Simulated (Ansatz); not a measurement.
# KSrCl3 (model cell, started as cubic perovskite with Sr in the octahedra): a soft mode frozen in, part 3 of 3

Which phase does KSrCl3 (model cell, started as cubic perovskite with Sr in the octahedra) fall into along its unstable mode, and how much energy does it gain?

Ansatz 0.2.0; DFT PBEsol, scalar-relativistic, plane waves, PAW; PAW set soft_1.

So far. Step 5 (Energy along the mode, all amplitudes (two of the runs …): The lowest of the steps tried is the last one, at 0.6 Å, 30.1 meV/atom below the parent; the bottom of the well need not coincide with a step. Step 7 (The new phase in its own primitive cell): The largest force component left is 0.66 meV/Å and the pressure is -0.005 GPa, within the tolerances set. The cell now holds 32.21 Å³/atom. The relaxed cell has a = 7.584, c = 5.601 Å (conventional setting).

The structure was built from a prototype and need not be the compound's stable phase.

### Step 8. Modes of the new phase

A relaxed structure may still be a saddle point, so its zone-centre modes are computed. The response to a homogeneous field gives the Born charges and the dielectric tensor.

input.yaml

```yaml
crystal:
  lattice:
    - [7.5838580412, 0.0, 0.0]
    - [0.0, 7.5838580412, 0.0]
    - [0.0, 0.0, 5.6006197651]
  atoms:
    - { symbol: K, position: [0.5, 0.0, 0.0] }
    - { symbol: K, position: [0.0, 0.5, 0.0] }
    - { symbol: Sr, position: [0.0, 0.0, 0.5] }
    - { symbol: Sr, position: [0.5, 0.5, 0.5] }
    - { symbol: Cl, position: [0.3359807183, 0.8359807183, 0.5] }
    - { symbol: Cl, position: [0.6640192817, 0.1640192817, 0.5] }
    - { symbol: Cl, position: [0.1640192817, 0.3359807183, 0.5] }
    - { symbol: Cl, position: [0.8359807183, 0.6640192817, 0.5] }
    - { symbol: Cl, position: [0.0, 0.0, 0.0] }
    - { symbol: Cl, position: [0.5, 0.5, 0.0] }
kpoints:
  mp_grid: { grid: [4, 4, 4] }
hamiltonian:
  xc: pbesol
  pseudopotentials: { kind: paw, azcp: { folder: soft_1 }, xc_functional: pbe }
scf:
  occupations: { method: fixed }
output:
  eigenvalues: true
phonons:
  method: dfpt
  dielectric: true
  rigid_motions: translations
```

Started as:

```sh
> ansatz run input.yaml --threads 4 --pin off --max-ram 16384MiB --backend cpu --events-out ev --progress --plain --runs-dir out
```

Numbers of over 12 decimals in the logs are rounded to 6 here.

The program printed:

```text
[...]
Crystal: 10 atoms, lattice volume = 322.119 Å³
Basis set: ecut = 420 eV, 6291 PW (Γ), exchange–correlation on 108×108×80 points (8 copies of the dense FFT grid, shifted against one another)
Bands: 50, of which v1, the nominal top of the filled ones, is band 40 counted from 1 (39 counted from 0)
Symmetry: 16 space group operations
k-points: 36 of 64 (irreducible under 1 space group operation, time reversal used)
[...]
SCF iter   1: F=—  HF=-16408.129548 eV  |F-HF|=—  |Δ(HF+E_count)|=         —  Δρ=4.30e-2  dr2=1.08e1  ethr=3.10e-3  ⟨swp⟩=9.1  Hψ=10264  notcnv=0  defer=239
[...]
SCF iter  11: F=-16403.722392 eV  HF=-16403.722392 eV  |F-HF|=3.27e-11  |Δ(HF+E_count)|=  7.49e-10  Δρ=1.16e-7  dr2=7.29e-11  ethr=1.00e-12  ⟨swp⟩=23.9  Hψ=17086  notcnv=0
SCF 1 converged in 11 iterations: F = -16403.722392 eV  dr2 = 7.29e-11
[...]
DFPT response loops at Γ: preconditioner auto → Resta (q_TF=auto, 2.163 Å⁻¹)  ε∞=3.6 (no band partly filled); β = 1.00, the filter's whole step (`scf.mixing.beta` (0.50) is not read by the response loops at its default; to damp them type it under 1.00, their step now; it binds the ground state too); Broyden in place of MSR1
── the response to a field inside a basis, on 4×4×4 k-points: an SCF that follows is theirs, and a resumed run solves both again ──
Bands: 41, of which v1, the nominal top of the filled ones, is band 40 counted from 1 (39 counted from 0)
k-points: 6 of 64
[...]
Eigensolver: Dense (6 Hₖ)
SCF iter   1: F=—  HF=-16403.411991 eV  |F-HF|=—  |Δ(HF+E_count)|=         —  Δρ=4.87e-4  dr2=2.12e-4  ethr=1.00e-1
[...]
SCF iter   4: F=-16403.412121 eV  HF=-16403.412121 eV  |F-HF|=1.06e-7  |Δ(HF+E_count)|=   7.22e-7  Δρ=4.89e-6  dr2=6.40e-8  ethr=2.16e-9
SCF 1 converged in 4 iterations: F = -16403.412121 eV  dr2 = 6.40e-8
[...]
SCF converged after 11 iterations
Free energy (F): -16403.722392 eV
[...]
Internal energy: -16403.722392 eV  (E = F + TS)
E sigma→0 (E₀):  -16403.722392 eV
Fermi energy:    1.344803 eV
[...]
--- Band table (eV; the first three rows and the last of 36) ---
  k-point 0: bands = [... 36 lower, 0.8306, 0.9281, 1.3448, 1.3448, 6.0624, 7.1311, 7.1311, 7.7800, ... 6 higher]
  k-point 1: bands = [... 36 lower, 0.9678, 0.9678, 1.3325, 1.3325, 6.6349, 7.6399, 7.6399, 7.8339, ... 6 higher]
  k-point 2: bands = [... 36 lower, 1.1797, 1.1797, 1.3199, 1.3199, 7.5685, 7.8166, 8.0446, 8.1727, ... 6 higher]
  k-point 35: bands = [... 36 lower, 1.0262, 1.0262, 1.0533, 1.0533, 8.0889, 8.0889, 8.4776, 8.4776, ... 6 higher]
--- Phonons (Γ-DFPT): 8 representative perturbations + reference, on 36 of 64 k-points (Σ response iterations 26) ---
  k mesh reduced under 1 symmetry operation, with k and −k counted as one. Each operation leaves every solved perturbation unchanged. A smaller set is not considered because the run solves the response to a homogeneous field
  ASR residual: 3.164e-4 → 0.000e0 eV/Å²; symmetrization residual: 3.383e-5 eV/Å²
  ASR residual per site (eV/Å²): 3.16e-4 3.16e-4 8.71e-5 8.71e-5 5.83e-5 5.83e-5 5.83e-5 5.83e-5 1.18e-4 1.18e-4
  Γ frequencies (cm⁻¹): -49.93 -49.93 -37.68 -37.68 0.00 0.00 0.00 35.91 35.91 37.88 60.82 64.77 64.77 71.42 71.42 73.99 81.45 87.96 99.54 99.54 121.51 143.22 156.25 156.25 196.77 216.86 216.86 230.62 245.36 245.85
  ε∞ (high-frequency dielectric tensor):
        2.547846     0.000000     0.000000
        0.000000     2.547846     0.000000
        0.000000     0.000000     2.577129
  softest optical mode at Γ: -49.93 cm⁻¹; the repairs (sum rule, projections) moved no ω² at Γ by more than (3.19 cm⁻¹)²
  Born effective charges Z* (e; rows j = field, columns β = displacement):
    site 0:
         1.16939    0.07887    0.00000
         0.07887    1.16939    0.00000
         0.00000    0.00000    1.36589
    site 1:
         1.16939   -0.07887   -0.00000
        -0.07887    1.16939    0.00000
         0.00000    0.00000    1.36589
    site 2:
         2.35848    0.09804    0.00000
        -0.09804    2.35848    0.00000
         0.00000    0.00000    2.39016
    site 3:
         2.35848   -0.09804    0.00000
         0.09804    2.35848    0.00000
         0.00000    0.00000    2.39016
    site 4:
        -1.32911    0.40856    0.00000
         0.40856   -1.32911   -0.00000
        -0.00000   -0.00000   -0.93123
    site 5:
        -1.32911    0.40856   -0.00000
         0.40856   -1.32911   -0.00000
        -0.00000   -0.00000   -0.93123
    site 6:
        -1.32911   -0.40856   -0.00000
        -0.40856   -1.32911    0.00000
        -0.00000    0.00000   -0.93123
    site 7:
        -1.32911   -0.40856   -0.00000
        -0.40856   -1.32911    0.00000
        -0.00000    0.00000   -0.93123
    site 8:
        -0.86965   -0.01845   -0.00000
         0.01845   -0.86965   -0.00000
        -0.00000    0.00000   -1.89359
    site 9:
        -0.86965    0.01845   -0.00000
        -0.01845   -0.86965   -0.00000
        -0.00000   -0.00000   -1.89359
  Z* charge neutrality: 2.646e-2 e pre-enforcement
  solved inside a basis spanned on kpoints, on 4×4×4 k-points, its susceptibility summed on 6×6×8: ε∞ is read to err by 5.3e-3, Z* by 1.9e-2 e (field_mesh: kpoints solves on kpoints); Z* is corrected for what the basis lacks
  optical modes at Γ without the LO–TO term, one row a degenerate level:
      ω (cm⁻¹)  modes    IR ((D/Å)²/amu)
        -49.93      2             0.8964
        -37.68      2             4.1609
         35.91      2             0.9309
         37.88      1             0.0000
         60.82      1             0.0000
         64.77      2             0.0000
         71.42      2             0.0007
[...]
optical modes at Γ + LO–TO along q̂ = [1.0000, 0.0000, 0.0000]:
      ω (cm⁻¹)  modes    IR ((D/Å)²/amu)
[...]
optical modes at Γ + LO–TO along q̂ = [0.0000, 1.0000, 0.0000]:
      ω (cm⁻¹)  modes    IR ((D/Å)²/amu)
[...]
optical modes at Γ + LO–TO along q̂ = [0.0000, 0.0000, 1.0000]:
      ω (cm⁻¹)  modes    IR ((D/Å)²/amu)
[...]
81.45      1             0.0000
         81.89      1             0.0376
         99.54      2             2.3006
        121.51      1             0.0000
        126.80      1             2.4700
        143.22      1             0.0000
        156.25      2             1.0984
        196.77      1             0.0000
        216.86      2            11.7589
        230.62      1             0.0000
        245.36      1             0.0000
        286.44      1             9.6271
```

It took 4.3 min on 4 threads of Arm Neoverse V1, shared host; peak memory 2.6 GiB; 17 min of CPU time.

Numbers from this step:

| Quantity | Value |
| --- | --- |
| sum-rule residual before enforcement | 3.16e-4 eV/Å² |
| miss of the charge sum rule | 0.02646 e |
| estimated error of the dielectric tensor | 0.005289 |
| estimated error of the Born charges | 0.01915 e |
| point group | 4/mmm |
| highest optical mode at the zone centre (no LO-TO term) | 245.8 cm⁻¹ |
| lowest optical zone-centre mode | -49.93 cm⁻¹ |
| mean high-frequency dielectric constant | 2.558 |
| largest Born charge (third of the trace) | 2.369 e |
| top of the zone-centre spectrum with the field | 286.4 cm⁻¹ |

Without the LO-TO term. Patterns of degenerate modes are one choice out of their space. The modes at Γ (shares of kinetic energy by element, %) (negative means imaginary):

```csv
mode,frequency (cm⁻¹),symmetry,K %,Sr %,Cl %
1,-49.9,Eu,55,0,44
2,-49.9,Eu,55,0,44
3,-37.7,Eu,40,0,60
4,-37.7,Eu,40,0,60
5,0.0,acoustic,17,38,46
6,0.0,acoustic,17,38,46
7,0.0,acoustic,17,38,46
8,35.9,Eu,18,13,69
9,35.9,Eu,18,13,69
10,37.9,B1u,39,0,61
11,60.8,A1u,0,76,24
12,64.8,Eg,0,0,100
13,64.8,Eg,0,0,100
14,71.4,Eu,36,31,34
15,71.4,Eu,36,31,34
16,74.0,A2u,82,5,13
17,81.5,B1u,61,0,39
18,88.0,A2u,1,34,65
19,99.5,Eu,31,10,58
20,99.5,Eu,31,10,58
21,121.5,A1g,0,0,100
22,143.2,B2g,0,0,100
23,156.2,Eu,3,83,14
24,156.2,Eu,3,83,14
25,196.8,B1g,0,0,100
26,216.9,Eu,0,24,76
27,216.9,Eu,0,24,76
28,230.6,A2g,0,0,100
29,245.4,A1u,0,24,76
30,245.8,A2u,0,23,77
```

Displacements in mode 2 (-49.9 cm⁻¹), the largest set to 1:
```
K1   1.00 -0.77  0.00
K2  -0.64  0.04  0.00
Sr3  0.06  0.03  0.00
Sr4 -0.06 -0.03  0.00
Cl5  0.02  0.04  0.00
Cl6  0.02  0.04  0.00
Cl7 -0.08  0.09  0.00
Cl8 -0.08  0.09  0.00
Cl9 -0.92 -0.12  0.00
Cl10 0.66  0.66  0.00
```

Displacements in mode 28 (230.6 cm⁻¹), the largest set to 1:
```
K1   0.00  0.00  0.00
K2   0.00  0.00  0.00
Sr3  0.00  0.00  0.00
Sr4  0.00  0.00  0.00
Cl5  1.00 -1.00  0.00
Cl6 -1.00  1.00  0.00
Cl7  1.00  1.00  0.00
Cl8 -1.00 -1.00  0.00
Cl9  0.00  0.00  0.00
Cl10 0.00  0.00  0.00
```

Optical modes at the zone centre, without and with the macroscopic field of the longitudinal modes; each column is sorted by frequency, so a row need not hold one and the same mode. Modes with and without the field, by row:

```csv
rank among optical modes,no field (cm⁻¹),"q along (1, 0, 0) (cm⁻¹)","q along (0, 0, 1) (cm⁻¹)"
1,-49.9,-49.9,-49.9
2,-49.9,-48.4,-49.9
3,-37.7,-37.7,-37.7
4,-37.7,22.2,-37.7
5,35.9,35.9,35.9
6,35.9,37.9,35.9
7,37.9,58.5,37.9
8,60.8,60.8,60.8
9,64.8,64.8,64.8
10,64.8,64.8,64.8
11,71.4,71.4,71.4
12,71.4,71.4,71.4
13,74,74,81.5
14,81.5,81.5,81.9
15,88,88,99.5
16,99.5,99.5,99.5
17,99.5,113.4,121.5
18,121.5,121.5,126.8
19,143.2,143.2,143.2
20,156.2,156.2,156.2
21,156.2,159.9,156.2
22,196.8,196.8,196.8
23,216.9,216.9,216.9
24,216.9,230.6,216.9
25,230.6,245.4,230.6
26,245.4,245.8,245.4
27,245.8,257.3,286.4
```

Born charge (rows field, columns displacement) (e), principal values of the symmetric part by kind of site:

```csv
atom,atoms with these values,low,middle,high,mean
K1,2,1.09,1.25,1.37,1.23
Sr3,2,2.36,2.36,2.39,2.37
Cl5,4,-1.74,-0.93,-0.92,-1.20
Cl9,2,-1.89,-0.87,-0.87,-1.21
```

In full for K1:

```
1.17 0.08 0.00
0.08 1.17 0.00
0.00 0.00 1.37
```

High-frequency dielectric tensor:

```
2.55 0.00 0.00
0.00 2.55 0.00
0.00 0.00 2.58
```

Transverse modes; imaginary modes are left out. Infrared lines, with heights relative to the strongest:

```csv
position (cm⁻¹),relative intensity
36,7.9
38,0.0
61,0.0
65,0.0
71,0.0
74,27
81,0.0
88,18
100,20
122,0.0
143,0.0
156,9.3
197,0.0
217,100
231,0.0
245,0.0
246,59
```

Before it was imposed, the acoustic sum rule was missed by 3.2e-4 eV/Å² and the charge sum rule by 0.026 e. Small misses are needed for a sound result but don't prove that mesh and cutoff are converged. The lowest optical mode is imaginary, 49.9i cm⁻¹, so the energy falls along it.

### Step 9. The phases reached

The phases reached along the modes that were followed are set side by side.

Energies are those of the first relaxation, on the mesh of the frozen mode; space group, volume and gap are those of the last relaxation. Phases, by row:

```csv
mode frozen in,space group,energy from parent (meV/atom),volume (Å³/atom),gap on mesh (eV),lowest zone-centre optical mode (cm⁻¹),largest shift (Å)
parent,Pm-3m,0,34.83,4.461,–,–
"q = (-0.5, -0.5, -0.5), 67i cm⁻¹",I4/mcm,-55.95,32.21,4.732,-58.2,0.922
"q = (-0.5, -0.5, -0.5), 67i cm⁻¹",R-3c,-65.97,32.25,5.017,-62.7,0.816
"q = (-0.5, -0.5, -0.5), 67i cm⁻¹",Imma,-75.76,31.99,5.043,-28.1,0.995
"q = (0, -0.5, -0.5), 66i cm⁻¹",P4/mbm,-55.52,32.21,4.718,-49.9,0.922
```

### Step 10. Outcome

| Property | Result |
| --- | --- |
| unstable mode of the parent | q = (0, -0.5, -0.5), 66i cm⁻¹ |
| depth at the lowest point sampled | 30.1 meV/atom |
| largest atomic shift at that point | 0.6 Å |
| space group reached (within 0.01 Å) | P4/mbm |
| energy gained over the parent (first relaxation, on the mesh of the frozen mode) | 55.5 meV/atom |
| volume per atom, phase reached | 32.2 Å³ |
| gap on the k-mesh, phase reached | 4.72 eV |
| lowest optical zone-centre mode, phase reached | -49.9 cm⁻¹ |
| highest optical mode at the zone centre (no LO-TO term), phase reached | 246 cm⁻¹ |

**Reading.** Along this mode the structure falls into P4/mbm, 55.5 meV/atom below the parent. At the parent's cell the well is 30.09 meV/atom deep on the steps tried, with its lowest point at a shift of 0.6 Å. That is the last step tried, so the steps alone don't bracket the bottom of the well. Relaxing atoms and cell changes the gain by +25.44 meV/atom against the lowest step (energies at zero smearing). The new phase still has an imaginary mode at the zone centre of its cell, so it is a saddle point on the way to a lower structure. Of the 4 patterns followed to their end from this parent, this one ends 20.2 meV/atom above the lowest, Imma. Another end point lies within 1 meV/atom; how such a difference moves with mesh and cutoff was not tested. Each path keeps the symmetry of its pattern, so a lower phase may lie along a pattern not tried. The PAW files were made for PBE and serve the other functionals too. The starting cell was built on a prototype and not taken from a measurement, so the phase need not exist.

[Logs are printed without paths, hosts, clocks, repeated set-up lines and the standing remarks that a program may print on its own settings, such as how far it seeks lower states.]

[Hosts, paths, dates, database ids (printed as entryN), source tags and the programs' standing remarks are cut or masked in the printed files.]
